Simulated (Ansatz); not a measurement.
# CsSrF3 (Pm-3m): following an unstable mode, part 3 of 3

Aim: this structure of CsSrF3 (Pm-3m) is to be tested for unstable modes, and one is followed downhill.

Ansatz 0.2.0; DFT PBEsol, scalar-relativistic, plane waves, PAW; PAW set soft_1.

So far. Step 5 (Energy along the mode, all amplitudes (two of the runs …): The lowest of the steps tried is at 0.32 Å, 5.10 meV/atom below the parent; the bottom of the well need not coincide with a step. Step 7 (The new phase in its own primitive cell): The largest force component left is 0.051 meV/Å and the pressure is -0.001 GPa, within the tolerances set. The cell now holds 21.02 Å³/atom. The relaxed cell has a = 6.703, c = 16.201 Å (conventional setting).

## 8. Modes of the new phase

A relaxed structure may still be a saddle point, so its zone-centre modes are computed. The response to a homogeneous field gives the Born charges and the dielectric tensor.

Contents of input.yaml:

```yaml
crystal:
  lattice:
    - [3.3516655842, 1.9350850272, 5.4004050046]
    - [-3.3516655842, 1.9350850272, 5.4004050046]
    - [0.0, -3.8701700545, 5.4004050046]
  atoms:
    - { symbol: Cs, position: [0.25, 0.25, 0.25] }
    - { symbol: Cs, position: [0.75, 0.75, 0.75] }
    - { symbol: Sr, position: [0.5, 0.5, 0.5] }
    - { symbol: Sr, position: [0.0, 0.0, 0.0] }
    - { symbol: F, position: [0.25, 0.8021958476, 0.6978041524] }
    - { symbol: F, position: [0.75, 0.1978041524, 0.3021958476] }
    - { symbol: F, position: [0.8021958476, 0.6978041524, 0.25] }
    - { symbol: F, position: [0.1978041524, 0.3021958476, 0.75] }
    - { symbol: F, position: [0.6978041524, 0.25, 0.8021958476] }
    - { symbol: F, position: [0.3021958476, 0.75, 0.1978041524] }
kpoints:
  mp_grid: { grid: [6, 6, 6] }
hamiltonian:
  xc: pbesol
  pseudopotentials: { kind: paw, azcp: { folder: soft_1 }, xc_functional: pbe }
scf:
  occupations: { method: fixed }
output:
  eigenvalues: true
phonons:
  method: dfpt
  dielectric: true
  rigid_motions: translations
```

On the command line:

```
$ ansatz run input.yaml --threads 4 --pin off --max-ram 10240MiB --backend cpu --events-out ev --progress --plain --runs-dir out
```

Numbers of over 12 decimals in the logs are rounded to 6 here.

The program printed:

```text
[...]
Crystal: 10 atoms, lattice volume = 210.154 Å³
Basis set: ecut = 420 eV, 4075 PW (Γ), exchange–correlation on 96×96×96 points (8 copies of the dense FFT grid, shifted against one another)
Bands: 50, of which v1, the nominal top of the filled ones, is band 40 counted from 1 (39 counted from 0)
Symmetry: 12 space group operations
k-points: 112 of 216 (irreducible under 1 space group operation, time reversal used)
[...]
SCF iter   1: F=—  HF=-22988.719613 eV  |F-HF|=—  |Δ(HF+E_count)|=         —  Δρ=1.67e-1  dr2=4.97e1  ethr=3.10e-3  ⟨swp⟩=9.0  Hψ=31058  notcnv=0  defer=770
[...]
SCF iter  11: F=-22976.433538 eV  HF=-22976.433538 eV  |F-HF|=3.64e-12  |Δ(HF+E_count)|=  1.24e-10  Δρ=5.18e-8  dr2=5.06e-12  ethr=1.00e-12  ⟨swp⟩=20.5  Hψ=47614  notcnv=0
SCF 1 converged in 11 iterations: F = -22976.433538 eV  dr2 = 5.06e-12
[...]
NSCF: frozen V_eff on 6 k-points
DFPT response loops at Γ: preconditioner auto → none (the input reference at scf.mixing.eps_inf says where Resta's filter doesn't serve); β = 0.50; Broyden in place of MSR1
SCF converged after 11 iterations
Free energy (F): -22976.433538 eV
[...]
Internal energy: -22976.433538 eV  (E = F + TS)
E sigma→0 (E₀):  -22976.433538 eV
Fermi energy:    2.237170 eV
[...]
--- Band table (eV; the first three rows and the last of 112) ---
  k-point 0: bands = [... 36 lower, 2.1645, 2.2091, 2.2091, 2.2249, 8.6702, 10.2155, 10.2155, 10.8147, ... 6 higher]
  k-point 1: bands = [... 36 lower, 2.1286, 2.1764, 2.1907, 2.2026, 8.9591, 10.3842, 10.3934, 10.8749, ... 6 higher]
  k-point 2: bands = [... 36 lower, 2.0573, 2.1245, 2.1808, 2.1902, 9.6736, 10.8024, 10.8279, 10.9548, ... 6 higher]
  k-point 111: bands = [... 36 lower, 2.0799, 2.0799, 2.0799, 2.0799, 10.6159, 10.6159, 11.1627, 11.1627, ... 6 higher]
--- Phonons (Γ-DFPT): 6 representative perturbations + reference, on 112 of 216 k-points (Σ response iterations 24) ---
  k mesh reduced under 1 symmetry operation, with k and −k counted as one. Each operation leaves every solved perturbation unchanged. A smaller set is not considered because the run solves the response to a homogeneous field
  ASR residual: 6.333e-5 → 0.000e0 eV/Å²; symmetrization residual: 2.467e-5 eV/Å²
  ASR residual per site (eV/Å²): 2.38e-5 2.38e-5 6.33e-5 6.33e-5 2.05e-5 2.05e-5 2.90e-5 2.90e-5 2.05e-5 2.05e-5
  Γ frequencies (cm⁻¹): -23.58 -23.58 0.00 0.00 0.00 35.81 36.65 53.66 53.66 65.68 65.68 87.86 87.86 99.04 118.56 123.62 133.00 133.00 149.27 167.98 167.98 179.11 183.70 183.70 321.69 324.83 324.83 327.96 327.96 418.18
  ε∞ (high-frequency dielectric tensor):
        2.309753    -0.000000     0.000000
        0.000000     2.309753     0.000000
        0.000000     0.000000     2.287954
  softest optical mode at Γ: -23.58 cm⁻¹; the repairs (sum rule, projections) moved no ω² at Γ by more than (3.35 cm⁻¹)²
  Born effective charges Z* (e; rows j = field, columns β = displacement):
    site 0:
         1.34121   -0.00000    0.00000
         0.00000    1.34121    0.00000
         0.00000    0.00000    1.24090
    site 1:
         1.34121    0.00000    0.00000
         0.00000    1.34121    0.00000
         0.00000    0.00000    1.24090
    site 2:
         2.47806   -0.01496   -0.00000
         0.01496    2.47806    0.00000
         0.00000    0.00000    2.43139
    site 3:
         2.47806    0.01496    0.00000
        -0.01496    2.47806    0.00000
        -0.00000    0.00000    2.43139
    site 4:
        -1.36325   -0.15616    0.25631
        -0.15616   -1.18293    0.14798
         0.25657    0.14813   -1.22410
    site 5:
        -1.36325   -0.15616    0.25631
        -0.15616   -1.18293    0.14798
         0.25657    0.14813   -1.22410
    site 6:
        -1.09278    0.00000   -0.00000
         0.00000   -1.45340   -0.29597
         0.00000   -0.29626   -1.22410
    site 7:
        -1.09278   -0.00000   -0.00000
         0.00000   -1.45340   -0.29597
         0.00000   -0.29626   -1.22410
    site 8:
        -1.36325    0.15616   -0.25631
         0.15616   -1.18293    0.14798
        -0.25657    0.14813   -1.22410
    site 9:
        -1.36325    0.15616   -0.25631
         0.15616   -1.18293    0.14798
        -0.25657    0.14813   -1.22410
  Z* charge neutrality: 6.810e-5 e pre-enforcement
  k-mesh period / interband length: 39.9 Å / 1.03 Å = 38.79 at k = (0.0000, 0.0000, 0.0000), direct gap 6.445 eV — 14 or more, which is no proof of convergence
  optical modes at Γ without the LO–TO term, one row a degenerate level:
      ω (cm⁻¹)  modes    IR ((D/Å)²/amu)
        -23.58      2             0.0000
         35.81      1             3.1535
         36.65      1             0.0000
         53.66      2             2.7521
         65.68      2             0.0000
         87.86      2             0.7212
         99.04      1             0.0000
[...]
optical modes at Γ + LO–TO along q̂ = [1.0000, 0.0000, 0.0000]:
      ω (cm⁻¹)  modes    IR ((D/Å)²/amu)
[...]
optical modes at Γ + LO–TO along q̂ = [0.0000, 1.0000, 0.0000]:
      ω (cm⁻¹)  modes    IR ((D/Å)²/amu)
[...]
optical modes at Γ + LO–TO along q̂ = [0.0000, 0.0000, 1.0000]:
      ω (cm⁻¹)  modes    IR ((D/Å)²/amu)
[...]
99.04      1             0.0000
        123.62      1             0.0000
        133.00      2            10.8217
        149.27      1             0.0000
        167.98      2             0.0000
        174.84      1             2.6466
        179.11      1             0.0000
        183.70      2             1.7913
        324.83      2            16.3606
        327.96      2             0.0000
        387.60      1            12.3396
        418.18      1             0.0000
```

It took 7.9 min on 4 threads of Arm Neoverse V1, shared host; peak memory 4.8 GiB; 31 min of CPU time.

This step gave:

| Property | Result |
| --- | --- |
| sum-rule residual before enforcement | 6.33e-5 eV/Å² |
| miss of the charge sum rule | 6.81e-5 e |
| point group | -3m |
| highest optical mode at the zone centre (no LO-TO term) | 418.2 cm⁻¹ |
| lowest optical zone-centre mode | -23.58 cm⁻¹ |
| mean high-frequency dielectric constant | 2.303 |
| largest Born charge (third of the trace) | 2.463 e |
| top of the zone-centre spectrum with the field | 418.2 cm⁻¹ |

Without the LO-TO term. Patterns of degenerate modes are one choice out of their space. The modes at Γ (shares of kinetic energy by element, %) (negative means imaginary):

```tsv
mode	frequency (cm⁻¹)	symmetry	Cs %	Sr %	F %
1	-23.6	Eg	16	0	84
2	-23.6	Eg	16	0	84
3	0.0	acoustic	48	32	21
4	0.0	acoustic	48	32	21
5	0.0	acoustic	48	32	21
6	35.8	A2u	46	11	43
7	36.6	A2g	96	0	4
8	53.7	Eu	27	9	64
9	53.7	Eu	27	9	64
10	65.7	Eg	84	0	16
11	65.7	Eg	84	0	16
12	87.9	Eu	25	17	58
13	87.9	Eu	25	17	58
14	99.0	A1g	0	0	100
15	118.6	A2u	6	43	51
16	123.6	A1u	0	7	93
17	133.0	Eu	0	36	64
18	133.0	Eu	0	36	64
19	149.3	A2g	4	0	96
20	168.0	Eg	1	0	99
21	168.0	Eg	1	0	99
22	179.1	A1u	0	93	7
23	183.7	Eu	0	92	8
24	183.7	Eu	0	92	8
25	321.7	A2u	0	14	86
26	324.8	Eu	0	14	86
27	324.8	Eu	0	14	86
28	328.0	Eg	0	0	100
29	328.0	Eg	0	0	100
30	418.2	A2g	0	0	100
```

Displacements in mode 2 (-23.6 cm⁻¹), the largest set to 1:
```
Cs1  0.28 -0.04  0.00
Cs2 -0.28  0.04  0.00
Sr3  0.00  0.00  0.00
Sr4  0.00  0.00  0.00
F5   0.68  0.02  0.86
F6  -0.68 -0.02 -0.86
F7   0.53 -0.10  0.14
F8  -0.53  0.10 -0.14
F9   0.71 -0.17 -1.00
F10 -0.71  0.17  1.00
```

Displacements in mode 18 (133.0 cm⁻¹), the largest set to 1:
```
Cs1  0.03  0.00  0.00
Cs2  0.03  0.00  0.00
Sr3 -0.40  0.23  0.00
Sr4 -0.37 -0.28  0.00
F5   0.25 -0.36  0.36
F6   0.25 -0.36  0.36
F7   1.00  0.00 -0.03
F8   1.00  0.00 -0.03
F9   0.31  0.47 -0.34
F10  0.31  0.47 -0.34
```

Optical modes at the zone centre, without and with the macroscopic field of the longitudinal modes; each column is sorted by frequency, so a row need not hold one and the same mode. Modes with and without the field, by row:

```tsv
rank among optical modes	no field (cm⁻¹)	q along (1, 0, 0) (cm⁻¹)	q along (0, 0, 1) (cm⁻¹)
1	-23.6	-23.6	-23.6
2	-23.6	-23.6	-23.6
3	35.8	35.8	36.6
4	36.6	36.6	53.7
5	53.7	53.7	53.7
6	53.7	65.7	65.7
7	65.7	65.7	65.7
8	65.7	66.9	74
9	87.9	87.9	87.9
10	87.9	90.9	87.9
11	99	99	99
12	118.6	118.6	123.6
13	123.6	123.6	133
14	133	133	133
15	133	149.3	149.3
16	149.3	168	168
17	168	168	168
18	168	171.1	174.8
19	179.1	179.1	179.1
20	183.7	183.7	183.7
21	183.7	207	183.7
22	321.7	321.7	324.8
23	324.8	324.8	324.8
24	324.8	328	328
25	328	328	328
26	328	392.4	387.6
27	418.2	418.2	418.2
```

Born charge (rows field, columns displacement) (e), principal values of the symmetric part by kind of site:

```tsv
atom	atoms with these values	low	middle	high	mean
Cs1	2	1.24	1.34	1.34	1.31
Sr3	2	2.43	2.48	2.48	2.46
F5	6	-1.66	-1.09	-1.02	-1.26
```

In full for F5:

```
-1.36 -0.16  0.26
-0.16 -1.18  0.15
 0.26  0.15 -1.22
```

High-frequency dielectric tensor:

```
2.31 0.00 0.00
0.00 2.31 0.00
0.00 0.00 2.29
```

Transverse modes; imaginary modes are left out. Lines of the infrared spectrum (strongest = 100):

```tsv
position (cm⁻¹)	relative intensity
36	19
37	0.0
54	17
66	0.0
88	4.4
99	0.0
119	23
124	0.0
133	66
149	0.0
168	0.0
179	0.0
184	11
322	50
325	100
328	0.0
418	0.0
```

Before it was imposed, the acoustic sum rule was missed by 6.3e-5 eV/Å² and the charge sum rule by 6.8e-5 e. Small misses are needed for a sound result but don't prove that mesh and cutoff are converged. The lowest optical mode is imaginary, 23.6i cm⁻¹, so the energy falls along it.

## 9. Outcome

| Item | Value |
| --- | --- |
| unstable mode of the parent | q = (-0.5, -0.5, -0.5), 66i cm⁻¹ |
| depth at the lowest point sampled | 5.10 meV/atom |
| largest atomic shift at that point | 0.32 Å |
| space group reached (within 0.01 Å) | R-3c |
| energy gained over the parent (first relaxation, on the mesh of the frozen mode) | 5.67 meV/atom |
| volume per atom, phase reached | 21.0 Å³ |
| gap on the k-mesh, phase reached | 6.43 eV |
| lowest optical zone-centre mode, phase reached | -23.6 cm⁻¹ |
| highest optical mode at the zone centre (no LO-TO term), phase reached | 418 cm⁻¹ |

What this shows: Along this mode the structure falls into R-3c, 5.67 meV/atom below the parent. At the parent's cell the well is 5.104 meV/atom deep on the steps tried, with its lowest point at a shift of 0.32 Å. Relaxing atoms and cell changes the gain by +0.57 meV/atom against the lowest step (energies at zero smearing). The new phase still has an imaginary mode at the zone centre of its cell, so it is a saddle point on the way to a lower structure. Of the 4 patterns followed to their end from this parent, this one ends 0.450 meV/atom above the lowest, Imma. Another end point lies within 1 meV/atom; how such a difference moves with mesh and cutoff was not tested. Each path keeps the symmetry of its pattern, so a lower phase may lie along a pattern not tried. Spin-orbit coupling is left out, which can matter for the heavy elements here. The PAW files were made for PBE and serve the other functionals too.

[Logs are printed without paths, hosts, clocks, repeated set-up lines and the standing remarks that a program may print on its own settings, such as how far it seeks lower states.]

[Hosts, paths, dates, database ids (printed as entryN), source tags and the programs' standing remarks are cut or masked in the printed files.]
